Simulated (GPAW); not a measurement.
# Screening of a field by Y2CS2 MXene monolayer, part 2 of 2

How does Y2CS2 MXene monolayer screen a perpendicular field?

GPAW 26.7.0; GPAW, PAW setups; layer in a repeated cell with vacuum, relaxation of atoms and in-plane cell (the session's first sound run).

So far. Step 9 (Field on): The dipole is now 0.107 e Å, against 6.5e-4 in the run without a field.

### Step 10. Field on

Level of this step: GPAW, PAW setups; slab in vacuum (GPAW).

Input file run.py:

```python
import json
import numpy as np
from ase import Atoms
from gpaw import GPAW, PW
from gpaw.external import ConstantElectricField

slab = Atoms(
    ['S', 'Y', 'C', 'Y', 'S'],
    positions=[
        [-0.00000, 2.22182, 9.00000],
        [1.92414, 1.11090, 10.41235],
        [0.00000, 0.00000, 11.87437],
        [-0.00000, 2.22182, 13.33639],
        [1.92414, 1.11090, 14.74874]],
    cell=[[3.84829, -0.0, 0.0], [-1.92414, 3.33272, 0.0], [0.0, 0.0, 23.7487]],
    pbc=[True, True, False])

slab.calc = GPAW(mode=PW(500), xc='PBE', kpts={'size': (9, 9, 1), 'gamma': True},
                 occupations={'name': 'fermi-dirac', 'width': 0.05}, nbands='160%',
                 convergence={'density': 1e-05}, maxiter=200,
                 poissonsolver={'dipolelayer': 'xy'},
                 external=ConstantElectricField(0.3, [0, 0, 1]),
                 symmetry={'tolerance': 1e-3}, txt='slab.txt')
result = {}
energy = slab.get_potential_energy()
fermi = slab.calc.get_fermi_level()
v = slab.calc.get_electrostatic_potential().mean((0, 1)) - fermi
n = slab.calc.get_pseudo_density().mean((0, 1))
L = slab.cell[2, 2]
z = np.arange(len(v)) * L / len(v)
low, high = slab.positions[:, 2].min(), slab.positions[:, 2].max()
below, above = np.interp([low - 6.8, high + 6.8], z, v)
slopes = [np.interp(x, z, np.gradient(v, z)) for x in (low - 6.8, high + 6.8)]
eps = np.array([[slab.calc.get_eigenvalues(k, s) for k in range(len(slab.calc.get_ibz_k_points()))]
                for s in range(slab.calc.get_number_of_spins())]) - fermi
top, bottom = eps[eps < 0].max(), eps[eps > 0].min()
dipole = slab.get_dipole_moment()[2]
print(f'energy {energy:.4f} eV, Fermi level {fermi:.4f} eV, dipole {dipole:.5f} e A')
print(f'potential 6.8 A off the faces, from the Fermi level: lower {below:.4f} eV, upper {above:.4f} eV')
print(f'slope of the potential there: lower {slopes[0]:.5f}, upper {slopes[1]:.5f} eV/A')
print(f'nearest levels on the mesh: {top:.4f} and {bottom:.4f} eV')
print('magnetic moment', round(slab.get_magnetic_moment(), 3))
result.update(energy=energy, fermi=fermi, dipole=dipole, below=below, above=above, slopes=slopes, edges=[top, bottom],
              z=z.tolist(), v=v.tolist(), n=n.tolist(), positions=slab.positions.tolist(),
              forces=slab.get_forces(apply_constraint=False).tolist(), moments=slab.get_magnetic_moments().tolist())
json.dump(result, open('result.json', 'w'))
```

The run is started by

```console
OMP_NUM_THREADS=1 OPENBLAS_NUM_THREADS=1 python run.py
```

The log of the run:

```text
energy -30.6765 eV, Fermi level -2.5980 eV, dipole 0.16049 e A
potential 6.8 A off the faces, from the Fermi level: lower 7.8333 eV, upper 5.5691 eV
slope of the potential there: lower 0.00003, upper -0.00001 eV/A
nearest levels on the mesh: -0.0311 and 0.0010 eV
magnetic moment 0.0
```

The job ended after 3.1 min (1 thread of Arm Neoverse V1, shared host; peak memory 0.51 GiB).

The electrostatic potential energy of an electron (without an applied field's), less the Fermi level, planar mean oscillates, so the rows of the table below give means over windows of 1 Å about each position, cut where the curve ends. Its maxima inside the range that stand out by 2 % of the span (Å: eV): 3.8: 7.83, 9.6: -3.92, 11.4: -1.60, 12.3: -1.87, 14.2: -5.26. Its minima: 9.0: -10.3, 10.4: -13.3, 11.9: -5.42, 13.3: -14.1, 14.7: -12.0.

The electrostatic potential energy of an electron (without an applied field's), less the Fermi level, planar mean by z; means over each step:

```csv
z (Å),"electrostatic potential energy of an electron (without an applied field's), less the Fermi level, planar mean (eV)"
0,7.40
1,7.83
2,7.83
3,7.83
4,7.83
5,7.83
6,7.83
7,7.72
8,5.46
9,-6.45
10,-8.38
11,-5.78
12,-3.46
13,-9.23
14,-7.84
15,-6.13
16,4.56
17,5.53
18,5.57
19,5.57
20,5.57
21,5.57
22,5.57
23,5.60
```

The dipole is now 0.160 e Å, against 6.5e-4 in the run without a field.

### Step 11. The series

The members are put on one axis.

This step: induced dipole against applied field (GPAW 26.7.0).

Table of dipole along the normal by field:

```csv
field (V/Å),dipole along the normal (e·Å)
-0.200,-0.107
-0.100,-0.0535
-0.050,-0.0267
0.000,6.5e-4
0.050,0.0267
0.100,0.0535
0.200,0.107
0.300,0.160
```

### Step 12. A changed run

One more run, with changed settings.

This step: GPAW, PAW setups; slab in vacuum (GPAW 26.7.0).

run.py, as its differences from that of step 10:

```diff
@@ -4,3 +4,2 @@
 from gpaw import GPAW, PW
-from gpaw.external import ConstantElectricField
 
@@ -18,6 +17,5 @@
 slab.calc = GPAW(mode=PW(500), xc='PBE', kpts={'size': (9, 9, 1), 'gamma': True},
-                 occupations={'name': 'fermi-dirac', 'width': 0.05}, nbands='160%',
-                 convergence={'density': 1e-05}, maxiter=200,
+                 occupations={'name': 'fermi-dirac', 'width': 1.0}, nbands='160%',
+                 convergence={'density': 1e-05}, maxiter=75,
                  poissonsolver={'dipolelayer': 'xy'},
-                 external=ConstantElectricField(0.3, [0, 0, 1]),
                  symmetry={'tolerance': 1e-3}, txt='slab.txt')
```

The log of the run:

```text
energy -31.0660 eV, Fermi level -1.6653 eV, dipole 0.00065 e A
potential 6.8 A off the faces, from the Fermi level: lower 5.7904 eV, upper 5.7814 eV
slope of the potential there: lower -0.00366, upper 0.00366 eV/A
nearest levels on the mesh: -0.1138 and 1.2677 eV
magnetic moment 0.0
```

Run time: 95 s. Hardware: 1 thread; peak memory 0.29 GiB.

The run finished. A setting was moved off its sound value on purpose, so it serves as a test and not as the result.

The fault put into the input: a smearing of electronvolts (width = 1.0).

The two runs compared:

```csv
quantity,this run,sound run,difference
upper work function (eV),5.7814,6.6930,-0.912
lower work function (eV),5.7904,6.7020,-0.912
```

One result that differs is the upper work function, 5.78 eV against 6.69 eV.

### Step 13. Summary of results

- work function, upper and lower face: 6.693 and 6.702 eV
- dipole along the normal: 6.5e-4 e Å
- induced dipole per field: 0.535 e Å per V/Å
- out-of-plane polarisability per area, α/(ε0 A): 7.55 Å

What this shows: The field induces 0.535 e Å per V/Å, a polarisable thickness α/(ε0 A) of 7.55 Å beside 5.75 Å between the outermost nuclei. A perfect conductor would give the distance between its two image planes; a dielectric of thickness t gives t(1 - 1/ε). The induced dipole is linear in the field over this range. The starting lattice was a guess from atomic radii; the relaxation moved it by 11 %. The small printed dipole stands for a step of -9.2 meV from the lower to the upper face, and the probes find -9.0 meV; values this small are near the numerical noise of both. The layer's cell and atoms come from the relaxation; spin-orbit coupling and temperature are left out.

[Logs are printed without paths, hosts, clocks, repeated set-up lines and the standing remarks that a program may print on its own settings, such as how far it seeks lower states.]

[Hosts, paths, dates, database ids (printed as entryN), source tags and the programs' standing remarks are cut or masked in the printed files.]
